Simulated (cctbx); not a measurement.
## Lattice, Laue class and space group of a new crystal

Cell: a = 8.9370 Å, b = 8.9370 Å, c = 12.7430 Å, α = 90.00°, β = 90.00°, γ = 90.00°. Expected content of the cell: Lu8 Ru8 S28.

The data are simulated with cctbx, not measured: Cu Kα, λ = 1.54184 Å, to d = 0.8 Å, 50 % of the full sphere, strongest reflection 20000 counts, noise from counting, a 3 % proportional error and a noise floor of 4 counts (s.d.); no absorption.

Tests on the unmerged data give:

```text
4148 reflections to d = 0.801 A
centring   violations  <I/sigma> of those
    A        516 of  2094      2.9
    B        549 of  2123      2.9
    C        713 of  2077      4.0
    I          0 of  2078     -0.0
    R        843 of  2762      4.7
    F        889 of  3147      3.3
Laue class    unique    Rint  (classes that these axes allow; Friedel mates merged)
I 1 2/m 1        1021   0.025
I 1 1 2/m        1011   0.025
I 2/m 1 1        1025   0.024
I m m m           604   0.027
I 4/m             544   0.027
I 4/m m m         333   0.029
space group    extra absences  I>4sigma  <I/sigma>
I 4 2 2                 0          0         -  acentric
I 41 2 2                3          0       0.7  acentric
I 4 m m                 0          0         -  acentric
I 41 m d               77          0      -0.0  acentric
I -4 m 2                0          0         -  acentric
I -4 2 m                0          0         -  acentric
I -4 2 d               77          0      -0.0  acentric
I 4/m m m               0          0         -  centric
I 41/a m d :1         122          0      -0.0  centric
I 41/a m d :2         122          0      -0.0  centric
Wilson B = 0.58 A^2   <|E^2-1|> = 1.255 (0.968 centric, 0.736 acentric)   E^2>4: 6.8 %
shell (A)         n   <I/sigma>
 7.32 - 1.60     51     20.8
 1.60 - 1.27     43     28.3
 1.27 - 1.11     38     21.3
 1.11 - 1.01     44     22.6
 1.01 - 0.94     44     17.5
 0.94 - 0.88     36     19.4
 0.88 - 0.84     42     19.5
 0.84 - 0.80     35     19.5
```

Q: Read the symmetry from these tables.

The reflections that I centring forbids are absent (⟨I/σ⟩ near 0), so the lattice is I.

Rint stays low (0.024 to 0.029) up to I 4/m m m, the highest class in these axes.

10 settings pass the absence test. The most absences obeyed, 122, belong to I 41/a m d alone.

⟨|E²−1|⟩ = 1.255 is above even the centric ideal, a mark of pseudo-translation (a class of systematically weak reflections). The Wilson B of 0.58 Å² means U ≈ 0.0073 Å².

The true group is I4_1/amd (no. 141, origin choice 1), Laue class 4/mmm, centrosymmetric. The tables fix it.

This is a model crystal, built by substitution and not relaxed, with assumed displacement parameters.

[Logs are printed without paths, hosts, clocks, repeated set-up lines and the standing remarks that a program may print on its own settings, such as how far it seeks lower states.]
